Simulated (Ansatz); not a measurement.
**W2N monolayer: modes against biaxial strain in the plane of the sheet**

Aim: how do the optical modes of W2N monolayer shift and split under this strain?

Program: Ansatz 0.2.0. Level of theory: DFT PBE, scalar-relativistic, plane waves, PAW; PAW set soft_1. Results are calculated unless marked as measured.

This is a report of a sequence of runs, with most program output left out.

**1. Set-up**

The cell holds 3 atoms: 1 N and 2 W. Its edges and angles: a = 2.900 Å, b = 2.900 Å, c = 28.600 Å, α = 90.0°, β = 90.0°, γ = 120.0°. Vacuum lies along c. The height across the vacuum is the one that the program set for its solve, not the one typed.

**2. A rough relaxation first**

A rough relaxation comes first, because large forces or stress need no tight tolerances yet. The program lengthens the typed cell of 20.0 Å along the normal to 28.6 Å, as its cut-off of the electrostatics needs, and moves no atom.

The input, input.yaml:

```yaml
crystal:
  lattice:
    - [2.9, 0.0, 0.0]
    - [-1.45, 2.51147, 0.0]
    - [0.0, 0.0, 20.0]
  atoms:
    - { symbol: "N", position: [0.0, 0.0, 0.5] }
    - { symbol: W, position: [0.333333, 0.666667, 0.56] }
    - { symbol: W, position: [0.666667, 0.333333, 0.44] }
  periodic: [true, true, false]
kpoints:
  mp_grid: { grid: [9, 9, 1] }
hamiltonian:
  xc: pbe
  pseudopotentials: { kind: paw, azcp: { folder: soft_1 } }
scf:
  occupations: { method: gaussian, width: 0.1 }
output:
  forces: true
  stress: true
  eigenvalues: true
relax:
  adjacent_minimum: "off"
  f_tol: 0.05
  max_steps: 80
  cell: { stress_2d_tol: 0.02 }
```

The run is started by

```
$ ansatz run input.yaml --threads 4 --pin off --max-ram 16384MiB --backend cpu --events-out ev --progress --plain --runs-dir out
```

Elapsed: 13 s, on 4 threads of Arm Neoverse V1, shared host; peak memory 0.39 GiB.

This run has no spin polarisation although its electron count is odd.

Relaxation path:

```
step  energy less that of the first step (eV)  largest force component (eV/Å)  volume (Å³)
   1                                   0.0000                          2.7524       208.30
   2                                  -0.5250                          0.9738       196.66
   3                                  -0.5564                          0.0334       185.27
   4                                  -0.6008                          0.1105       192.59
   5                                  -0.6021                          0.0090       192.01
   6                                  -0.6021                          0.0001       192.00
  7*                                  -0.5994                          0.0006       192.00
   8                                  -0.5994                          0.0001       191.94
  9*                                  -0.5994                          0.0001       191.94
```

Relaxation steps marked * repeat the geometry before them on a plane-wave basis chosen anew for their cell, so energy and pressure can jump there.

Forces are held to the 12 operations that the run works with; a distortion that breaks them can't arise in this run.

```csv
cell as run,before,after,change
a (Å),2.900,2.784,-4.0 %
b (Å),2.900,2.784,-4.0 %
```

The atoms that moved most (Å, along periodic axes as changes of fractional coordinates times the final cell, across vacuum about the mean position):

```
atom     dx     dy      dz  length
  W2  0.000  0.000   0.248   0.248
  W3  0.000  0.000  -0.248   0.248
```

Final coordinates:

```xyz
3
Lattice="2.7838 0.0000 0.0000 -1.3919 2.4108 0.0000 0.0000 0.0000 28.6000" Properties=species:S:1:pos:R:3
N     0.0000    0.0000   10.0000
W     0.0000    1.6072   11.4484
W     1.3919    0.8036    8.5516
```

Numbers from this step:

| Quantity | Value |
| --- | --- |
| gap on the k-mesh | 0 eV |
| area per atom | 2.237 Å² |

The relaxation ends with a largest force component of 9.2e-5 eV/Å.

**3. Bringing the structure to rest**

The cell and atoms are relaxed, since residual forces and stress would shift the frequencies.

input.yaml, the sections that differ from step 2:

```yaml
crystal:
  lattice:
    - [2.783785406, 0.0, 0.0]
    - [-1.391892703, 2.4108288803, 0.0]
    - [0.0, 0.0, 28.6]
  atoms:
    - { symbol: "N", position: [0.0, 0.0, 0.3496503497] }
    - { symbol: W, position: [0.3333333333, 0.6666666667, 0.4002922194] }
    - { symbol: W, position: [0.6666666667, 0.3333333333, 0.2990084799] }
  periodic: [true, true, false]
kpoints:
  mp_grid: { grid: [18, 18, 1] }
relax:
  adjacent_minimum: "off"
  f_tol: 0.005
  max_steps: 80
  cell: { stress_2d_tol: 0.02 }
# hamiltonian, scf, output: as in step 2
```

It took 16 s on 4 threads; peak memory 0.48 GiB; 61 s of CPU time.

The steps of the relaxation:

| step | energy less that of the first step (eV) | largest force component (eV/Å) | volume (Å³) |
| --- | --- | --- | --- |
| 1 | 0.0000 | 0.0637 | 191.94 |
| 2 | -0.0007 | 0.0267 | 191.16 |
| 3 | -0.0007 | 0.0332 | 191.47 |
| 4 | -0.0008 | 0.0001 | 191.36 |
| 5* | -0.0006 | 0.0001 | 191.36 |

Relaxation steps marked * repeat the geometry before them on a plane-wave basis chosen anew for their cell, so energy and pressure can jump there.

The run keeps the 12 symmetry operations that it works with, so distortions that break them were not tested.

```
cell as run  before  after  change
      a (Å)   2.784  2.780  -0.2 %
      b (Å)   2.784  2.780  -0.2 %
```

The relaxed structure:

```
N W
1.0
     2.77957    0.00000    0.00000
    -1.38979    2.40718    0.00000
     0.00000    0.00000   28.60000
N W
1 2
Direct
  0.00000 0.00000 0.34965
  0.33333 0.66667 0.40056
  0.66667 0.33333 0.29874
```

Numbers from this step:

| Property | Result |
| --- | --- |
| area per atom | 2.23 Å² |

The relaxation ends with a largest force component of 1.2e-4 eV/Å.

**4. Tight relaxation**

Phonons need small forces and stress, so the relaxation is finished with tight tolerances on 18×18×1 k points. The program lengthens the typed cell of 28.6 Å along the normal to 29.6 Å, as its cut-off of the electrostatics needs, and moves no atom.

The input, input.yaml:

```yaml
crystal:
  lattice:
    - [2.7795716256, 0.0, 0.0]
    - [-1.3897858128, 2.4071796394, 0.0]
    - [0.0, 0.0, 28.6]
  atoms:
    - { symbol: "N", position: [0.0, 0.0, 0.3496503497] }
    - { symbol: W, position: [0.3333333333, 0.6666666667, 0.4005568739] }
    - { symbol: W, position: [0.6666666667, 0.3333333333, 0.2987438254] }
  periodic: [true, true, false]
kpoints:
  mp_grid: { grid: [18, 18, 1] }
hamiltonian:
  xc: pbe
  pseudopotentials: { kind: paw, azcp: { folder: soft_1 } }
scf:
  occupations: { method: methfessel_paxton, width: 0.2 }
output:
  forces: true
  stress: true
  eigenvalues: true
  write_density: true
  write_potential: true
  elf: true
  volumetric_format: npy
relax:
  adjacent_minimum: "off"
  f_tol: 0.001
  max_steps: 60
  cell: { stress_2d_tol: 0.002 }
```

Elapsed: 17 s, on 4 threads; peak memory 0.49 GiB; 64 s of CPU time.

Little changed from the start: no atom moved by 0.005 Å and no cell edge by 0.1 %.

ELF in the ac plane at fractional y = 0.000, with atoms of N within 0.2 Å of it. It is the smooth field of the valence electrons, not physical close to the nuclei.

Ten even steps from '_' (0.00) to '@' (0.65), each cell a mean:
```
____________________________
____________________________
____________________________
____________________________
____________________________
____________________________
____________________________
____________________________
____________________________
____________________________
____________________________
____________________________
............................
%%%%##**++----::----++**##%%
##**++======++**++======++**
**##@@@@%%++::::::++%%@@@@##
######**++==========++**####
@@%%##++==============++##%%
****++====--::::::--====++**
____________________________
____________________________
____________________________
____________________________
____________________________
```
Columns run along a (2.8 Å), rows up along c (29.6 Å). Atoms in or near the plane, at fractional coordinates: N at (0.00, 0.34).

Electrostatic potential energy in the ac plane at fractional y = 0.000, with atoms of N within 0.2 Å of it. With pseudopotentials it is smooth inside the atoms' cores, unlike the true potential.

Ten even steps from '_' (-26 eV) to '@' (0 eV), each cell a mean:
```
@@@@@@@@@@@@@@@@@@@@@@@@@@@@
@@@@@@@@@@@@@@@@@@@@@@@@@@@@
@@@@@@@@@@@@@@@@@@@@@@@@@@@@
@@@@@@@@@@@@@@@@@@@@@@@@@@@@
@@@@@@@@@@@@@@@@@@@@@@@@@@@@
@@@@@@@@@@@@@@@@@@@@@@@@@@@@
@@@@@@@@@@@@@@@@@@@@@@@@@@@@
@@@@@@@@@@@@@@@@@@@@@@@@@@@@
@@@@@@@@@@@@@@@@@@@@@@@@@@@@
@@@@@@@@@@@@@@@@@@@@@@@@@@@@
@@@@@@@@@@@@@@@@@@@@@@@@@@@@
@@@@@@@@@@@@@@@@@@@@@@@@@@@@
@@@@@@@@@@@@@@@@@@@@@@@@@@@@
@@@@@@@@%%%%%%%%%%%%%%@@@@@@
####**++--..______..--++**##
__....::++++++++++++++::....
----======--::::::--======--
%%%%##**++--::::::--++**##%%
@@@@@@@@@@@@@@@@@@@@@@@@@@@@
@@@@@@@@@@@@@@@@@@@@@@@@@@@@
@@@@@@@@@@@@@@@@@@@@@@@@@@@@
@@@@@@@@@@@@@@@@@@@@@@@@@@@@
@@@@@@@@@@@@@@@@@@@@@@@@@@@@
@@@@@@@@@@@@@@@@@@@@@@@@@@@@
```
Columns run along a (2.8 Å; values clipped at the 3rd and 97th percentile), rows up along c (29.6 Å). Atoms in or near the plane, at fractional coordinates: N at (0.00, 0.34).

Valence density in the ac plane at fractional y = 0.000, with atoms of N within 0.2 Å of it. It is the smooth field of the valence electrons, not physical close to the nuclei.

Ten steps, logarithmic in the rise over the least value, from '_' (0.0 e/Å³) to '@' (2.4 e/Å³), each cell a mean:
```
____________________________
____________________________
____________________________
____________________________
____________________________
____________________________
____________________________
____________________________
____________________________
____________________________
____________________________
____________________________
____________________________
----------------------------
++++++****##%%%%%%##****++++
@@@@@@%%##****++****##%%@@@@
%%%%%%##**##########**##%%%%
++++++++****######****++++++
::::::::::::::::::::::::::::
____________________________
____________________________
____________________________
____________________________
____________________________
```
Columns run along a (2.8 Å), rows up along c (29.6 Å). Atoms in or near the plane, at fractional coordinates: N at (0.00, 0.34).

The largest force component left is 0.018 meV/Å, within the tolerances set.

**5. Modes at rest**

The force constants come from the linear response of the density to a displacement.

The modes at rest are the reference of the series.

input.yaml, the sections that differ from step 4:

```yaml
crystal:
  lattice:
    - [2.7796736243, 0.0, 0.0]
    - [-1.3898368121, 2.4072679729, 0.0]
    - [0.0, 0.0, 29.6237063742]
  atoms:
    - { symbol: "N", position: [0.0, 0.0, 0.3375674831] }
    - { symbol: W, position: [0.3333333333, 0.6666666667, 0.3866995686] }
    - { symbol: W, position: [0.6666666667, 0.3333333333, 0.2884353976] }
  periodic: [true, true, false]
output:
  eigenvalues: true
phonons:
  method: dfpt
# kpoints, hamiltonian, scf: as in step 4
# relax: removed
```

It took 91 s on 4 threads; peak memory 1.3 GiB; 5.8 min of CPU time.

This step gave:

```
sum-rule residual before enforcement                    : 7.95e-5 eV/Å²
point group                                             : -3m
highest optical mode at the zone centre (no LO-TO term) : 573.9 cm⁻¹
lowest optical zone-centre mode                         : 88.1 cm⁻¹
```

Patterns of degenerate modes are one choice out of their space. The modes at Γ (shares of kinetic energy by element, %):

| mode | frequency (cm⁻¹) | symmetry | N % | W % |
| --- | --- | --- | --- | --- |
| 1 | 0.0 | acoustic | 4 | 96 |
| 2 | 0.0 | acoustic | 4 | 96 |
| 3 | 0.0 | acoustic | 4 | 96 |
| 4 | 88.1 | Eg | 0 | 100 |
| 5 | 88.1 | Eg | 0 | 100 |
| 6 | 147.1 | A1g | 0 | 100 |
| 7 | 305.6 | Eu | 96 | 4 |
| 8 | 305.6 | Eu | 96 | 4 |
| 9 | 573.9 | A2u | 96 | 4 |

Displacements in mode 4 (88.1 cm⁻¹), the largest set to 1:
```
N1   0.00  0.00  0.00
W2  -0.16  1.00  0.00
W3   0.16 -1.00  0.00
```

Displacements in mode 9 (573.9 cm⁻¹), the largest set to 1:
```
N1   0.00  0.00  1.00
W2   0.00  0.00 -0.04
W3   0.00  0.00 -0.04
```

Before it was imposed, the acoustic sum rule was missed by 7.9e-5 eV/Å². Small misses are needed for a sound result but don't prove that mesh and cutoff are converged. The lowest optical mode is real, 88.1 cm⁻¹.

**6. A member of the series: biaxial strain of +5 % in the plane of the sheet**

The cell takes a biaxial strain of +5 % in the plane of the sheet. The cell is held, and the atoms relax in it.

input.yaml, the sections that differ from step 5:

```yaml
crystal:
  lattice:
    - [2.9186573055, 0.0, 0.0]
    - [-1.4593286527, 2.5276313715, 0.0]
    - [0.0, 0.0, 29.6237063742]
  atoms:
    - { symbol: "N", position: [0.0, 0.0, 0.3375674831] }
    - { symbol: W, position: [0.3333333333, 0.6666666667, 0.3833650572] }
    - { symbol: W, position: [0.6666666667, 0.3333333333, 0.291769909] }
  periodic: [true, true, false]
output:
  forces: true
  stress: true
  eigenvalues: true
relax:
  adjacent_minimum: "off"
  f_tol: 0.001
  max_steps: 60
# kpoints, hamiltonian, scf: as in step 5
# phonons: removed
```

Elapsed: 14 s, on 4 threads; peak memory 0.5 GiB.

Relaxation path:

| step | energy less that of the first step (eV) | largest force component (eV/Å) |
| --- | --- | --- |
| 1 | 0.0000 | 0.3158 |
| 2 | -0.0077 | 0.0366 |
| 3 | -0.0078 | 0.0015 |
| 4 | -0.0078 | 0.0014 |
| 5 | -0.0078 | 0.0000 |

The run keeps the 12 symmetry operations that it works with, so distortions that break them were not tested.

The atoms that moved most (Å):

| atom | dx | dy | dz | length |
| --- | --- | --- | --- | --- |
| W2 | 0.000 | 0.000 | -0.024 | 0.024 |
| W3 | 0.000 | 0.000 | 0.024 | 0.024 |

The relaxed structure:

```xyz
3
Lattice="2.9187 0.0000 0.0000 -1.4593 2.5276 0.0000 0.0000 0.0000 29.6237" Properties=species:S:1:pos:R:3
N     0.0000    0.0000   10.0000
W     0.0000    1.6851   11.3326
W     1.4593    0.8425    8.6674
```

This step gave:

```yaml
area_per_atom: 2.459 Å²
```

The largest force component left is 0.043 meV/Å.

**7. Modes of this member: biaxial strain of +5 % in the plane of the sheet**

The zone-centre modes follow for biaxial strain of +5 % in the plane of the sheet.

input.yaml, the sections that differ from step 6:

```yaml
crystal:
  lattice:
    - [2.9186573055, 0.0, 0.0]
    - [-1.4593286527, 2.5276313715, 0.0]
    - [0.0, 0.0, 29.6237063742]
  atoms:
    - { symbol: "N", position: [0.0, 0.0, 0.3375674831] }
    - { symbol: W, position: [0.3333333333, 0.6666666667, 0.3825521763] }
    - { symbol: W, position: [0.6666666667, 0.3333333333, 0.2925827899] }
  periodic: [true, true, false]
output:
  eigenvalues: true
phonons:
  method: dfpt
# kpoints, hamiltonian, scf: as in step 6
# relax: removed
```

It took 1.8 min on 4 threads; peak memory 1.5 GiB.

Numbers from this step:

```
sum-rule residual before enforcement                    : 9.47e-5 eV/Å²
highest optical mode at the zone centre (no LO-TO term) : 617.8 cm⁻¹
lowest optical zone-centre mode                         : 74.72 cm⁻¹
```

Patterns of degenerate modes are one choice out of their space. The modes at Γ (shares of kinetic energy by element, %):

```
mode  frequency (cm⁻¹)  symmetry  N %  W %
   1               0.0  acoustic    4   96
   2               0.0  acoustic    4   96
   3               0.0  acoustic    4   96
   4              74.7        Eg    0  100
   5              74.7        Eg    0  100
   6             144.2       A1g    0  100
   7             177.3        Eu   96    4
   8             177.3        Eu   96    4
   9             617.8       A2u   96    4
```

Displacements in mode 5 (74.7 cm⁻¹), the largest set to 1:
```
N1   0.00  0.00  0.00
W2  -0.63 -1.00  0.00
W3   0.63  1.00  0.00
```

Displacements in mode 8 (177.3 cm⁻¹), the largest set to 1:
```
N1   0.00  1.00  0.00
W2   0.00 -0.04  0.00
W3   0.00 -0.04  0.00
```

The lowest optical mode is real, 74.7 cm⁻¹, and the highest lies at 617.8 cm⁻¹.

For the highest optical mode at the zone centre (no LO-TO term), step 5 gave 574 cm⁻¹; this run, with strain 5 %, gives 618 cm⁻¹ (+8 %).

(Continued in part 2 of 2.)

[Logs are printed without paths, hosts, clocks, repeated set-up lines and the standing remarks that a program may print on its own settings, such as how far it seeks lower states.]

[Hosts, paths, dates, database ids (printed as entryN), source tags and the programs' standing remarks are cut or masked in the printed files.]
